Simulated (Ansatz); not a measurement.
# Li (Im-3m, 1 atom in the cell): phonons and vibrational spectra

How does Li (Im-3m, 1 atom in the cell) vibrate, and is this structure a minimum?

Calculated with Ansatz 0.2.0; DFT PBE, scalar-relativistic, plane waves, norm-conserving pseudopotentials.

**1. The structure**

Symmetry: Im-3m, No. 229, cubic system. Conventional cell: a = 3.509 Å, b = 3.509 Å, c = 3.509 Å, α = 90.00°, β = 90.00°, γ = 90.00°. Li has 8 Li at 3.04 Å nearest.

**2. Relaxation**

Harmonic phonons are second derivatives at a point where the forces vanish, and they are wanted at zero stress, so atoms and cell are relaxed first.

Input file input.yaml:

```yaml
crystal:
  lattice:
    - [-1.75465, 1.75465, 1.75465]
    - [1.75465, -1.75465, 1.75465]
    - [1.75465, 1.75465, -1.75465]
  atoms:
    - { symbol: Li, position: [0.0, 0.0, 0.0] }
kpoints:
  mp_grid: { grid: [16, 16, 16] }
hamiltonian:
  xc: pbe
  pseudopotentials: { kind: nc }
scf:
  occupations: { method: gaussian, width: 0.1 }
output:
  forces: true
  stress: true
  eigenvalues: true
  write_density: true
  write_potential: true
  elf: true
  volumetric_format: npy
relax:
  adjacent_minimum: "off"
  f_tol: 0.005
  max_steps: 80
  cell: { stress_tol: 0.05 }
```

Command:

```bash
> ansatz run input.yaml --threads 4 --pin off --max-ram 7168MiB --backend cpu --events-out ev --progress --plain --runs-dir out
```

Numbers of over 12 decimals in the logs are rounded to 6 here.

The log of the run:

```text
Engine: ansatz 0.2.0, aarch64-unknown-linux-gnu
Pseudopotentials: kind: nc
Pseudopotential: Li, nc, valence charge 3, recommended cutoff 1034.032677 eV (normal), Li.nc.azcp
Functional definition: PBE
  parameter kappa = 0.804
  parameter beta = 0.066725
  exchange = pbe_x(kappa = kappa, mu = beta*pi^2/3)
  correlation = pbe_c(beta = beta)
Crystal: 1 atoms, lattice volume = 21.609 Å³
Basis set: ecut = 1034.032677 eV, 1601 PW (Γ), exchange–correlation on 64×64×64 points (8 copies of the dense FFT grid, shifted against one another)
Bands: 6, of which v1, the nominal top of the filled ones, is band 2 counted from 1 (1 counted from 0)
Symmetry: 48 space group operations
Space group: Im-3m (ITA 229), of the structure as read, at distance tolerance 2.8e-5 Å
k-points: 145 of 4096
Non-local potential: Li, projectors of the file, l = 0: 2, l = 1: 2
Initial density: superposition of atomic densities (chi_scale 0.1, normalization cell)
Initial wavefunctions: pseudopotential atomic-orbital guess
Functional: x = pbe(κ = 0.804, μ = 0.219515), c = pbe(β = 0.066725)
SCF iter   1: F=—  HF=-196.875591 eV  |F-HF|=—  |Δ(HF+E_count)|=         —  Δρ=4.60e-3  dr2=3.83e-3  ethr=3.10e-3  ⟨swp⟩=5.6  Hψ=8237  notcnv=0
preconditioner: auto → none  [metal: Δε(μ)=0.037 eV  Ē_g=10.259 eV  σ=0.100 eV  W_gap=0.20  n_scr=0 (ndim 8)  ℏωp=8.0 eV  f_vac=0.000  D(μ)=0.57/eV (n_scr^D=0)]
SCF iter   2: F=—  HF=-196.874346 eV  |F-HF|=—  |Δ(HF+E_count)|=   1.25e-3  Δρ=1.85e-3  dr2=7.96e-4  ethr=1.28e-4  ⟨swp⟩=1.1  Hψ=2048  notcnv=0
SCF iter   3: F=—  HF=-196.874082 eV  |F-HF|=—  |Δ(HF+E_count)|=   2.64e-4  Δρ=2.20e-4  dr2=2.48e-6  ethr=2.65e-5  ⟨swp⟩=2.0  Hψ=966  notcnv=0  defer=2
SCF iter   4: F=—  HF=-196.874077 eV  |F-HF|=—  |Δ(HF+E_count)|=   5.17e-6  Δρ=2.13e-5  dr2=2.02e-8  ethr=3.33e-9  ⟨swp⟩=10.2  Hψ=5901  notcnv=0
SCF iter   5: F=-196.874077 eV  HF=-196.874077 eV  |F-HF|=1.47e-10  |Δ(HF+E_count)|=   4.42e-9  Δρ=2.67e-6  dr2=2.10e-10  ethr=6.75e-10  ⟨swp⟩=4.4  Hψ=2785  notcnv=0
SCF 1 converged in 5 iterations: F = -196.874077 eV  dr2 = 2.10e-10
relax step   1: F+E_penalty+E_count = -196.87407667 eV  Δ(F+E_penalty+E_count) = +0.000e0 eV  max|allowed force component| = 0.000e0 eV/Å  Δτ_max = 0.0000 Å  P = -0.794 GPa  Ω = 21.609 Å³  (5 SCF iters, dr2 threshold 1.00e-7 eV, accepted)
Crystal: 1 atoms, lattice volume = 21.031 Å³
Basis set: ecut = 1034.032677 eV, 1553 PW (Γ), exchange–correlation on 64×64×64 points (8 copies of the dense FFT grid, shifted against one another)
Initial density: handed on by an earlier stage of this run
Initial wavefunctions: those handed on with the density
iter 1 solved again at ethr=1.82e-7 eV; its pass at ethr=3.10e-3 eV (dr2=5.46e-6 eV) is discarded
SCF iter   1: F=—  HF=-196.876399 eV  |F-HF|=—  |Δ(HF+E_count)|=         —  Δρ=1.54e-4  dr2=4.73e-6  ethr=1.82e-7  ⟨swp⟩=2.3  Hψ=9704  notcnv=0
preconditioner: auto → none  [metal: Δε(μ)=0.036 eV  Ē_g=10.436 eV  σ=0.100 eV  W_gap=0.20  n_scr=0 (ndim 8)  ℏωp=8.1 eV  f_vac=0.000  D(μ)=0.57/eV (n_scr^D=0)]
SCF iter   2: F=—  HF=-196.876398 eV  |F-HF|=—  |Δ(HF+E_count)|=   1.15e-6  Δρ=8.17e-5  dr2=1.10e-6  ethr=1.58e-7  ⟨swp⟩=1.0  Hψ=870  notcnv=0
SCF iter   3: F=-196.876398 eV  HF=-196.876398 eV  |F-HF|=6.49e-10  |Δ(HF+E_count)|=   3.30e-7  Δρ=7.19e-6  dr2=1.63e-9  ethr=3.33e-9  ⟨swp⟩=5.6  Hψ=3448  notcnv=0
SCF 2 converged in 3 iterations: F = -196.876398 eV  dr2 = 1.63e-9
relax step   2: F+E_penalty+E_count = -196.87639777 eV  Δ(F+E_penalty+E_count) = -2.321e-3 eV  max|allowed force component| = 0.000e0 eV/Å  Δτ_max = 0.0000 Å  P = -0.471 GPa  Ω = 21.031 Å³  energy of the carried Pulay correction = +3.067e-5 eV  (3 SCF iters, dr2 threshold 1.00e-7 eV, accepted)
Crystal: 1 atoms, lattice volume = 20.241 Å³
Basis set: ecut = 1034.032677 eV, 1505 PW (Γ), exchange–correlation on 64×64×64 points (8 copies of the dense FFT grid, shifted against one another)
iter 1 solved again at ethr=3.58e-7 eV; its pass at ethr=3.10e-3 eV (dr2=1.07e-5 eV) is discarded
SCF iter   1: F=—  HF=-196.877558 eV  |F-HF|=—  |Δ(HF+E_count)|=         —  Δρ=2.33e-4  dr2=1.10e-5  ethr=3.58e-7  ⟨swp⟩=1.4  Hψ=9606  notcnv=0
preconditioner: auto → none  [metal: Δε(μ)=0.035 eV  Ē_g=10.698 eV  σ=0.100 eV  W_gap=0.19  n_scr=0 (ndim 8)  ℏωp=8.3 eV  f_vac=0.000  D(μ)=0.57/eV (n_scr^D=0)]
SCF iter   2: F=—  HF=-196.877555 eV  |F-HF|=—  |Δ(HF+E_count)|=   2.70e-6  Δρ=1.24e-4  dr2=2.55e-6  ethr=3.58e-7  ⟨swp⟩=1.0  Hψ=870  notcnv=0
SCF iter   3: F=-196.877554 eV  HF=-196.877554 eV  |F-HF|=1.10e-9  |Δ(HF+E_count)|=   6.98e-7  Δρ=9.98e-6  dr2=3.18e-9  ethr=3.33e-9  ⟨swp⟩=6.2  Hψ=4487  notcnv=0
SCF 3 converged in 3 iterations: F = -196.877554 eV  dr2 = 3.18e-9
relax step   3: F+E_penalty+E_count = -196.87755417 eV  Δ(F+E_penalty+E_count) = -1.156e-3 eV  max|allowed force component| = 0.000e0 eV/Å  Δτ_max = 0.0000 Å  P = +0.033 GPa  Ω = 20.241 Å³  energy of the carried Pulay correction = +7.400e-5 eV  (3 SCF iters, dr2 threshold 1.00e-7 eV, accepted)
Initial wavefunctions: pseudopotential atomic-orbital guess (no wavefunctions were taken with the density)
iter 1 solved again at ethr=9.30e-9 eV; its pass at ethr=3.10e-3 eV (dr2=2.79e-7 eV) is discarded
SCF iter   1: F=—  HF=-196.877523 eV  |F-HF|=—  |Δ(HF+E_count)|=         —  Δρ=3.30e-5  dr2=8.46e-9  ethr=9.30e-9  ⟨swp⟩=3.4  Hψ=11100  notcnv=0
SCF iter   2: F=—  HF=-196.877524 eV  |F-HF|=—  |Δ(HF+E_count)|=   1.83e-7  Δρ=1.68e-5  dr2=2.18e-9  ethr=2.82e-10  ⟨swp⟩=1.0  Hψ=871  notcnv=0
SCF iter   3: F=-196.877524 eV  HF=-196.877524 eV  |F-HF|=5.68e-14  |Δ(HF+E_count)|=   4.50e-9  Δρ=1.86e-7  dr2=4.82e-13  ethr=1.00e-12  ⟨swp⟩=4.4  Hψ=3133  notcnv=0
SCF 4 converged in 3 iterations: F = -196.877524 eV  dr2 = 4.82e-13
relax step   4: F+E_penalty+E_count = -196.87752363 eV  Δ(F+E_penalty+E_count) = +3.054e-5 eV  max|allowed force component| = 0.000e0 eV/Å  Δτ_max = 0.0000 Å  P = +0.025 GPa  Ω = 20.241 Å³  stress off target by 2.51e-2 GPa  SCF on the basis re-selected at this cell (its energy is not comparable with the rows above)  (3 SCF iters)
basis re-selected at this cell: Δ(F+E_penalty+E_count) = +3.054e-5 eV, ΔP = -0.008 GPa vs the last step (what re-selecting the basis moved, of the pressure what is left beyond the Pulay correction that the steps carried, after the strain that the cell walked since its last selection, with what the two solves' SCF thresholds leave and, on support functions, any second-order correction that the steps lacked; it is no measure of the basis error at this ecutwfc). This SCF's stress stands 2.51e-2 GPa from its target on what of the cell is left free (relax.cell.stress_tol is 5.00e-2 GPa) and its largest allowed force component is 0.00e0 eV/Å (relax.f_tol is 5.00e-3 eV/Å): [rest of the remark cut]
SCF converged after 3 iterations
Free energy (F): -196.877524 eV
Harris-Foulkes:  -196.877524 eV  (|F-HF|=5.68e-14)
Internal energy: -196.874652 eV  (E = F + TS)
E sigma→0 (E₀):  -196.876088 eV
Entropy (-TS):   -0.002872 eV (-2.872 meV/atom)
Fermi energy:    0.935610 eV
--- Per-component energies (eV) ---
  E_band       = -91.528440
  E_kinetic    = 145.566032
  E_local      = -139.653716  (includes V_loc(G=0)·N_el)
  E_nonlocal   = -137.970484
  E_hartree    = 49.773357
  E_xc         = -45.911793
  E_vxc        = -59.016982  (∫ρ·V_xc dr)
  E_ewald      = -68.678048
  E_smearing   = -0.002872  (= −TS)
  E_closure    = 0.000000  (closes the sum)
  Σ components = -196.877524   (vs F -196.877524, Δ=0.00e0)
--- Forces (eV/Å), atoms counted from 1 ---
  atom   1  Li     0.00000000     0.00000000     0.00000000
  max |Σ_I F_I| component: 7.83e-33 eV/Å
--- Stress (GPa, compression-positive) ---
        0.025132      -0.000000      -0.000000
       -0.000000       0.025132      -0.000000
       -0.000000       0.000000       0.025132
  P = ⅓ Tr σ = 0.0251 GPa (0.251 kbar)
--- Band table (eV; the first three rows and the last of 145) ---
  k-point 0: bands = ["-45.5610", "-2.6280", "15.5695", "15.5695", "15.5695", "20.3456"]
  k-point 1: bands = ["-45.5602", "-2.5540", "15.0660", "15.1916", "15.4392", "19.1777"]
  k-point 2: bands = ["-45.5581", "-2.3316", "13.5976", "14.3864", "15.0700", "18.1370"]
  k-point 144: bands = ["-45.5283", "6.4739", "6.4739", "6.4739", "8.7265", "8.7265"]
--- Relaxed structure (3 steps of the walk, 3 accepted, 1 SCFs on fresh bases) ---
  F+E_penalty+E_count = -196.87752363 eV   max|allowed force component| = 0.000e0 eV/Å   (the final SCF, on the basis selected at the relaxed cell)
  cell:  # Å, volume = 20.2413 Å³
    - [-1.716826, 1.716826, 1.716826]
    - [1.716826, -1.716826, 1.716826]
    - [1.716826, 1.716826, -1.716826]
  atoms:
    - { symbol: Li, position: [0.0, 0.0, 0.0] }
```

The job ended after 3.6 s (4 threads of Arm Neoverse V2, shared host; peak memory 0.32 GiB; 13 s of CPU time).

Step by step:

| step | energy less that of the first step (eV) | largest force component (eV/Å) | pressure (GPa) | volume (Å³) |
| --- | --- | --- | --- | --- |
| 1 | 0.0000 | 0.0000 | -0.79 | 21.61 |
| 2 | -0.0023 | 0.0000 | -0.47 | 21.03 |
| 3 | -0.0035 | 0.0000 | 0.03 | 20.24 |
| 4* | -0.0034 | 0.0000 | 0.03 | 20.24 |

Relaxation steps marked * repeat the geometry before them on a plane-wave basis chosen anew for their cell, so energy and pressure can jump there.

| conventional cell, symmetrised | before | after | change |
| --- | --- | --- | --- |
| a (Å) | 3.509 | 3.434 | -2.2 % |
| b (Å) | 3.509 | 3.434 | -2.2 % |
| c (Å) | 3.509 | 3.434 | -2.2 % |
| volume (Å³/atom) | 21.61 | 20.24 | -6.3 % |

Final coordinates:

```xyz
1
Lattice="-1.7168 1.7168 1.7168 1.7168 -1.7168 1.7168 1.7168 1.7168 -1.7168" Properties=species:S:1:pos:R:3 pbc="T T T"
Li    0.0000    0.0000    0.0000
```

Numbers from this step:

```yaml
pressure: 0.02513 GPa
volume_per_atom: 20.24 Å³
gap_on_the_k_mesh: 0 eV
```

Electrostatic potential energy in the ac plane of the conventional cell at fractional y = 0.000, with atoms of Li within 0.2 Å of it. With pseudopotentials it is smooth inside the atoms' cores, unlike the true potential.

Ten even steps from '_' (-20 eV) to '@' (4 eV), each cell a mean:
```
____--**%%@@@@@@@@@@%%**..__
__::++##%%@@@@@@@@@@%%##==..
++**##%%@@@@@@@@@@@@@@%%##**
##%%%%@@@@@@@@@@@@@@@@@@%%%%
@@@@@@@@@@@@@@@@@@@@@@@@@@@@
@@@@@@@@@@@@@@@@@@@@@@@@@@@@
@@@@@@@@@@@@@@@@@@@@@@@@@@@@
@@@@@@@@@@@@@@@@@@@@@@@@@@@@
@@@@@@@@@@@@@@@@@@@@@@@@@@@@
%%%%@@@@@@@@@@@@@@@@@@@@%%%%
**##%%%%@@@@@@@@@@@@@@%%##**
::--**%%@@@@@@@@@@@@%%##++--
____--##%%@@@@@@@@@@%%**::__
____::**%%@@@@@@@@@@##++____
```
Columns run along a (3.4 Å; values clipped at the 3rd and 97th percentile), rows up along c (3.4 Å), edges of the conventional cell, whose origin can differ from the input's. Atoms in or near the plane, at fractional coordinates: Li at (0.00, 0.00).

ELF in the ac plane of the conventional cell at fractional y = 0.000, with atoms of Li within 0.2 Å of it. It is the smooth field of the valence electrons, not physical close to the nuclei.

Ten even steps from '_' (0.36 × 1e-1) to '@' (9.89 × 1e-1), each cell a mean:
```
@@%%--__..==++**++--____++@@
##==____..==****++--..__::++
______..--++******++::______
____..--++********++==::..__
::--==++************++++----
++++********************++++
****************************
++************************++
====++++**************++====
__..::==++**********++--....
______..==++******++--..____
==::____::++******==..____--
@@##::__..==****++--____==%%
@@@@==____==++**++::____##@@
```
Columns run along a (3.4 Å), rows up along c (3.4 Å), edges of the conventional cell, whose origin can differ from the input's. Atoms in or near the plane, at fractional coordinates: Li at (0.00, 0.00).

Valence density in the ac plane of the conventional cell at fractional y = 0.000, with atoms of Li within 0.2 Å of it. It is the smooth field of the valence electrons, not physical close to the nuclei.

Ten steps, logarithmic in the rise over the least value, from '_' (0 e/Å³) to '@' (15 e/Å³), each cell a mean:
```
%%**::__________________==##
++--..__________________..==
____________________________
____________________________
____________________________
____________________________
____________________________
____________________________
____________________________
____________________________
____________________________
--..____________________..::
##++..__________________--**
@@##--__________________++%%
```
Columns run along a (3.4 Å), rows up along c (3.4 Å), edges of the conventional cell, whose origin can differ from the input's. Atoms in or near the plane, at fractional coordinates: Li at (0.00, 0.00).

In this step the volume went from 21.61 to 20.24 Å³/atom.

**3. Relaxing to small forces for the phonons**

Phonons need a cell at rest on their own settings, so the relaxation is repeated with tight tolerances on forces and stress on the k mesh and occupations of the first response run.

Input file input.yaml:

```yaml
crystal:
  lattice:
    - [-1.7168260475, 1.7168260475, 1.7168260475]
    - [1.7168260475, -1.7168260475, 1.7168260475]
    - [1.7168260475, 1.7168260475, -1.7168260475]
  atoms:
    - { symbol: Li, position: [0.0, 0.0, 0.0] }
kpoints:
  mp_grid: { grid: [16, 16, 16] }
hamiltonian:
  xc: pbe
  pseudopotentials: { kind: nc }
scf:
  occupations: { method: methfessel_paxton, width: 0.15 }
output:
  forces: true
  stress: true
  eigenvalues: true
relax:
  adjacent_minimum: "off"
  f_tol: 0.001
  max_steps: 60
  cell: { stress_tol: 0.01 }
```

The log of the run:

```text
[...]
Crystal: 1 atoms, lattice volume = 20.241 Å³
Basis set: ecut = 1034.032677 eV, 1505 PW (Γ), exchange–correlation on 64×64×64 points (8 copies of the dense FFT grid, shifted against one another)
Bands: 6, of which v1, the nominal top of the filled ones, is band 2 counted from 1 (1 counted from 0)
Symmetry: 48 space group operations
[...]
k-points: 145 of 4096
[...]
0.000000      -0.000000       0.000519
  P = ⅓ Tr σ = 0.0005 GPa (0.005 kbar)
--- Band table (eV; the first three rows and the last of 145) ---
[...]
--- Relaxed structure (3 steps of the walk, 3 accepted, 1 SCFs on fresh bases) ---
[...]
cell:  # Å, volume = 20.2764 Å³
    - [-1.717817, 1.717817, 1.717817]
    - [1.717817, -1.717817, 1.717817]
    - [1.717817, 1.717817, -1.717817]
  atoms:
    - { symbol: Li, position: [0.0, 0.0, 0.0] }
[key lines of the parts left out:]
SCF converged after 3 iterations
Free energy (F): -196.876362 eV
Fermi energy:    0.929087 eV
```

Elapsed: 3.2 s, on 4 threads; peak memory 0.31 GiB.

Little changed from the start: no atom moved by 0.005 Å and no cell edge by 0.1 %.

This step gave:

```
pressure        : 5.19e-4 GPa
volume per atom : 20.28 Å³
```

The forces vanish by symmetry and the pressure is 0.001 GPa, within the tolerances set. The cell now holds 20.28 Å³/atom.

(Part 1 of 2 ends here.)

[Logs are printed without paths, hosts, clocks, repeated set-up lines and the standing remarks that a program may print on its own settings, such as how far it seeks lower states.]

[Hosts, paths, dates, database ids (printed as entryN), source tags and the programs' standing remarks are cut or masked in the printed files.]
